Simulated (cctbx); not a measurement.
## InAsOs5 with cctbx, script by script

Library: cctbx 2025.11. The data are simulated by the first script.

## 1. Simulate the data

run.py:

```python
from cctbx import adptbx, crystal, miller, sgtbx, xray
from cctbx.array_family import flex
from iotbx.shelx import hklf
from scitbx import matrix
import scitbx.random

cs = crystal.symmetry(unit_cell=(3.94, 3.94, 7.036, 90, 90, 90), space_group_symbol='Hall: -P 4 2')  # P4/mmm
atoms = [  # label, site, U (iso, or U11 U22 U33 U12 U13 U23 in A^2), occupancy
    ("Os1", (0, 0, 0), 0.0190, 1),
    ("Os2", (0.5, 0, 0.7064), 0.0209, 1),
    ("In1", (0.5, 0.5, 0), 0.0248, 1),
    ("As1", (0, 0, 0.5), 0.0238, 1),
]
xs = xray.structure(crystal_symmetry=cs)
for label, site, u, occ in atoms:
    u = adptbx.u_cif_as_u_star(cs.unit_cell(), u) if isinstance(u, tuple) else u
    xs.add_scatterer(xray.scatterer(label, site=site, u=u, occupancy=occ))
xs.set_inelastic_form_factors(0.71073, "sasaki")
xs.show_summary()
p1 = xs.expand_to_p1()
ms = miller.build_set(p1, anomalous_flag=True, d_min=1.1)
flex.set_random_seed(496850)
scitbx.random.set_random_seed(496850)
ms = ms.select(flex.random_double(ms.size()) < 0.5)
i = ms.structure_factors_from_scatterers(p1, algorithm="direct").f_calc().as_intensity_array().data()
i = i * 5000 / flex.max(i)
sig = flex.sqrt(i + flex.pow2(0.03 * i) + 8 ** 2)
noise = scitbx.random.variate(scitbx.random.normal_distribution())(i.size())
data = ms.array(data=i + sig * noise, sigmas=sig).set_observation_type_xray_intensity()
with open("data.hkl", "w") as f:
    data.export_as_shelx_hklf(f)
print("reflections written:", data.size(), " <I/sigma> = %.1f" % flex.mean(data.data() / data.sigmas()))
for h, a, b in list(data.sort("data"))[:12]:
    print("%4d%4d%4d %9.1f %7.1f" % (h + (a, b)))
```

```console
$ python run.py
```

```text
Number of scatterers: 4
At special positions: 4
Unit cell: (3.94, 3.94, 7.036, 90, 90, 90)
Space group: P 4/m m m (No. 123)
reflections written: 160  <I/sigma> = 9.8
   0  -2   0    4907.1   166.0
  -1   1   2    4687.5   151.3
   1   1   2    4614.3   151.3
   2   2   0    3082.8   108.6
  -2   2   0    2990.8   108.6
   0   0  -3    2780.8    98.7
   0   0   3    2746.5    98.7
  -1  -1   5    1978.3    71.1
  -1   1  -5    1901.0    71.1
  -1   1   5    1844.5    71.1
  -1  -3  -2    1818.0    68.7
  -1  -1  -5    1804.6    71.1
```

It took 0.37 s on 1 thread of Arm Neoverse N1, with other jobs on the host, peak memory 0.07 GiB.

## 2. Refinement (right model)

run.py:

```python
import math
from cctbx import adptbx, crystal, maptbx, sgtbx, xray
from cctbx.array_family import flex
from cctbx.xray import observations
from iotbx.shelx import hklf
from scitbx.lstbx import normal_eqns_solving
from smtbx import absolute_structure, utils
from smtbx.refinement import constraints, least_squares

cs = crystal.symmetry(unit_cell=(3.94, 3.94, 7.036, 90, 90, 90), space_group_symbol='Hall: -P 4 2')  # P4/mmm
atoms = [  # label, site, U (iso, or U11 U22 U33 U12 U13 U23 in A^2), occupancy
    ("Os1", (0, 0, 0), 0.0200, 1),
    ("Os2", (0.5, 0, 0.7052), 0.0200, 1),
    ("In1", (0.5, 0.5, 0), 0.0200, 1),
    ("As1", (0, 0, 0.5), 0.0200, 1),
]
xs = xray.structure(crystal_symmetry=cs)
for label, site, u, occ in atoms:
    u = adptbx.u_cif_as_u_star(cs.unit_cell(), u) if isinstance(u, tuple) else u
    xs.add_scatterer(xray.scatterer(label, site=site, u=u, occupancy=occ))
xs.set_inelastic_form_factors(0.71073, "sasaki")
raw = hklf.reader(file_name="data.hkl").as_miller_arrays(crystal_symmetry=cs, anomalous=True)[0]
merged = raw.eliminate_sys_absent().merge_equivalents()
fo2 = merged.array().set_observation_type_xray_intensity()
print("Rint %.3f, %d unique reflections to %.2f A" % (merged.r_int(), fo2.size(), fo2.d_min()))
for sc in xs.scatterers():
    sc.flags.set_grad_site(True)
    sc.flags.set_grad_u_aniso(sc.flags.use_u_aniso())
    sc.flags.set_grad_u_iso(sc.flags.use_u_iso())
obs = fo2.as_xray_observations()
extra = {}
rep = constraints.reparametrisation(xs, [], utils.connectivity_table(xs), **extra)
ls = least_squares.crystallographic_ls(obs, rep, weighting_scheme=least_squares.mainstream_shelx_weighting(a=0, b=0))
print("cycle     R1     wR2    GooF  max shift (A)")
for cycle in range(8):
    ls.build_up()
    r1, wr2, goof = ls.r1_factor(cutoff_factor=2)[0], ls.wR2(), ls.goof()
    old = xs.sites_cart()
    normal_eqns_solving.levenberg_marquardt_iterations(ls, n_max_iterations=3, tau=1e-06, step_threshold=1e-7)
    big = flex.max((xs.sites_cart() - old).norms())
    print("%4d %7.4f %7.4f %7.3f %9.5f" % (cycle + 1, r1, wr2, goof, big))
    ls.build_up(objective_only=True)
    if abs(ls.wR2() - wr2) < 5e-5 and big < 5e-4:
        break
ls.build_up()
print("final R1 %.4f wR2 %.4f GooF %.3f  parameters %d  data/parameter %.1f" % (ls.r1_factor(cutoff_factor=2)[0], ls.wR2(), ls.goof(), ls.n_parameters, fo2.size() / ls.n_parameters))
cov = ls.covariance_matrix_and_annotations()
su = dict(zip(cov.annotations, (math.sqrt(max(v, 0)) for v in cov.matrix.matrix_packed_u_diagonal())))
a2 = cs.unit_cell().reciprocal_parameters()[0] ** -2
print("atom        x        y        z      Ueq    occ   su(xyz)  su(Uiso or U11)")
for sc in xs.scatterers():
    s = max(su.get(sc.label + k, 0) for k in (".x", ".y", ".z"))
    npd = "" if sc.is_positive_definite_u(cs.unit_cell()) else "  NPD"
    print("%-5s %8.5f %8.5f %8.5f %8.4f %6.3f %8.5f %7.4f%s" % ((sc.label,) + sc.site + (sc.u_iso_or_equiv(cs.unit_cell()), sc.occupancy, s, su.get(sc.label + ".uiso", su.get(sc.label + ".u11", 0) * a2), npd)))
fo = fo2.f_sq_as_f()
fc = fo.structure_factors_from_scatterers(xs, algorithm="direct").f_calc()
diff = fo.f_obs_minus_f_calc(1 / math.sqrt(ls.scale_factor()), fc).average_bijvoet_mates()
m = diff.fft_map(symmetry_flags=maptbx.use_space_group_symmetry, resolution_factor=0.25).apply_volume_scaling()
print("difference map: max %.2f min %.2f rms %.2f" % (m.statistics().max(), m.statistics().min(), m.statistics().sigma()))
peaks = m.peak_search(parameters=maptbx.peak_search_parameters(min_distance_sym_equiv=0.6, max_clusters=6)).all()
near = xs.closest_distances(peaks.sites(), distance_cutoff=4)
sps = cs.special_position_settings(min_distance_sym_equiv=0.5)
for k, (x, h) in enumerate(zip(peaks.sites(), peaks.heights())):
    ss = sps.site_symmetry(x)
    print("Q%-3d %7.4f %7.4f %7.4f %4d %7.2f  %.2f A from %s" % ((k + 1,) + tuple(t % 1 for t in ss.exact_site()) + (ss.multiplicity(), h, near.smallest_distances[k], xs.scatterers()[near.i_seqs[k]].label)))
```

```console
$ python run.py
```

```text
Rint 0.033, 41 unique reflections to 1.10 A
cycle     R1     wR2    GooF  max shift (A)
   1  0.0170  0.0439   1.211   0.00799
   2  0.0106  0.0271   0.748   0.00000
final R1 0.0106 wR2 0.0271 GooF 0.748  parameters 5  data/parameter 8.2
atom        x        y        z      Ueq    occ   su(xyz)  su(Uiso or U11)
Os1    0.00000  0.00000  0.00000   0.0204  1.000  0.00000  0.0009
Os2    0.50000  0.00000  0.70634   0.0215  1.000  0.00018  0.0006
In1    0.50000  0.50000  0.00000   0.0254  1.000  0.00000  0.0014
As1    0.00000  0.00000  0.50000   0.0248  1.000  0.00000  0.0020
difference map: max 1.25 min -1.58 rms 0.39
Q1    0.5000  0.5000  0.1865    2    1.45  1.31 A from In1
Q2    0.3144  0.3144  0.4134    8    1.16  1.67 A from Os2
Q3    0.0000  0.2071  0.0745    8    0.97  0.97 A from Os1
Q4    0.0000  0.0000  0.3177    2    0.96  1.28 A from As1
Q5    0.0000  0.0000  0.5000    1    0.45  0.00 A from As1
Q6    0.2035  0.5000  0.1830    8    0.45  1.12 A from Os2
```

Time: 0.53 s.

## 3. Simulate the data

run.py, as its changes from the last script of this kind:

```diff
@@ -21 +21 @@
-ms = miller.build_set(p1, anomalous_flag=True, d_min=1.1)
+ms = miller.build_set(p1, anomalous_flag=True, d_min=0.84)
```

```console
$ python run.py
```

```text
Number of scatterers: 4
At special positions: 4
Unit cell: (3.94, 3.94, 7.036, 90, 90, 90)
Space group: P 4/m m m (No. 123)
reflections written: 368  <I/sigma> = 8.2
   2   0   0    4866.7   166.0
  -1  -1   2    4530.8   151.3
  -1   1  -2    4417.9   151.3
   1  -1  -2    4335.8   151.3
   1  -1   2    4316.5   151.3
   1   1  -2    4239.4   151.3
   2  -2   0    3141.8   108.6
  -2  -2   0    3130.8   108.6
   0   0  -3    2643.9    98.7
   0   0   4    1912.5    68.7
  -1  -1   5    1903.8    71.1
   1  -1  -5    1898.3    71.1
```

Time: 0.37 s.

## 4. Refinement (right model)

run.py, as its changes from the last script of this kind:

```diff
@@ -13 +13 @@
-    ("Os2", (0.5, 0, 0.7052), 0.0200, 1),
+    ("Os2", (0.5, 0, 0.7092), 0.0200, 1),
@@ -21,0 +22 @@
+xs.convert_to_anisotropic()
```

```console
$ python run.py
```

```text
Rint 0.040, 81 unique reflections to 0.85 A
cycle     R1     wR2    GooF  max shift (A)
   1  0.0492  0.1286   3.337   0.02101
   2  0.0156  0.0362   0.939   0.00000
final R1 0.0156 wR2 0.0362 GooF 0.939  parameters 10  data/parameter 8.1
atom        x        y        z      Ueq    occ   su(xyz)  su(Uiso or U11)
Os1    0.00000  0.00000  0.00000   0.0178  1.000  0.00000  0.0008
Os2    0.50000  0.00000  0.70621   0.0203  1.000  0.00011  0.0006
In1    0.50000  0.50000  0.00000   0.0239  1.000  0.00000  0.0014
As1    0.00000  0.00000  0.50000   0.0238  1.000  0.00000  0.0019
difference map: max 3.21 min -3.17 rms 0.70
Q1    0.0000  0.0000  0.1258    2    3.33  0.89 A from Os1
Q2    0.5000  0.5000  0.3674    2    3.24  2.04 A from Os2
Q3    0.2664  0.5000  0.0716    8    2.27  1.05 A from In1
Q4    0.1815  0.1815  0.0000    4    1.91  1.01 A from Os1
Q5    0.0000  0.1662  0.4159    8    1.77  0.88 A from As1
Q6    0.0000  0.2413  0.2069    8    1.58  1.19 A from Os2
```

Time: 0.52 s.

## 5. Simulate the data

run.py, as its changes from the last script of this kind:

```diff
@@ -21 +21 @@
-ms = miller.build_set(p1, anomalous_flag=True, d_min=0.84)
+ms = miller.build_set(p1, anomalous_flag=True, d_min=0.6)
```

```console
$ python run.py
```

```text
Number of scatterers: 4
At special positions: 4
Unit cell: (3.94, 3.94, 7.036, 90, 90, 90)
Space group: P 4/m m m (No. 123)
reflections written: 1025  <I/sigma> = 5.0
   0  -2   0    5219.7   166.0
   0   2   0    5165.6   166.0
   1  -1  -2    4533.1   151.3
  -1  -1  -2    4474.0   151.3
   1   1  -2    4461.5   151.3
   1   1   2    4393.2   151.3
   2   2   0    3146.2   108.6
  -2  -2   0    3034.1   108.6
  -1  -1  -5    1943.9    71.1
   1   1  -5    1873.3    71.1
  -3   1  -2    1838.6    68.7
   3  -1  -2    1831.0    68.7
```

Time: 0.37 s.

## 6. Refinement (right model)

run.py, as its changes from the last script of this kind:

```diff
@@ -13 +13 @@
-    ("Os2", (0.5, 0, 0.7092), 0.0200, 1),
+    ("Os2", (0.5, 0, 0.7074), 0.0200, 1),
```

```console
$ python run.py
```

```text
Rint 0.064, 197 unique reflections to 0.60 A
cycle     R1     wR2    GooF  max shift (A)
   1  0.0361  0.0728   1.353   0.00702
   2  0.0211  0.0462   0.859   0.00000
final R1 0.0211 wR2 0.0462 GooF 0.859  parameters 10  data/parameter 19.7
atom        x        y        z      Ueq    occ   su(xyz)  su(Uiso or U11)
Os1    0.00000  0.00000  0.00000   0.0188  1.000  0.00000  0.0004
Os2    0.50000  0.00000  0.70640   0.0209  1.000  0.00009  0.0003
In1    0.50000  0.50000  0.00000   0.0261  1.000  0.00000  0.0010
As1    0.00000  0.00000  0.50000   0.0251  1.000  0.00000  0.0011
difference map: max 9.58 min -7.65 rms 1.34
Q1    0.0000  0.0000  0.5000    1    9.58  0.00 A from As1
Q2    0.5000  0.5000  0.0000    1    8.73  0.00 A from In1
Q3    0.5000  0.5000  0.1774    2    8.47  1.25 A from In1
Q4    0.3688  0.5000  0.4447    8    6.40  1.80 A from Os2
Q5    0.0000  0.0000  0.2793    2    5.73  1.55 A from As1
Q6    0.0000  0.5000  0.5000    2    4.13  1.45 A from Os2
```

It took 0.52 s on 1 thread of Arm Neoverse N1, with other jobs on the host, peak memory 0.09 GiB.

[Logs are printed without paths, hosts, clocks, repeated set-up lines and the standing remarks that a program may print on its own settings, such as how far it seeks lower states.]
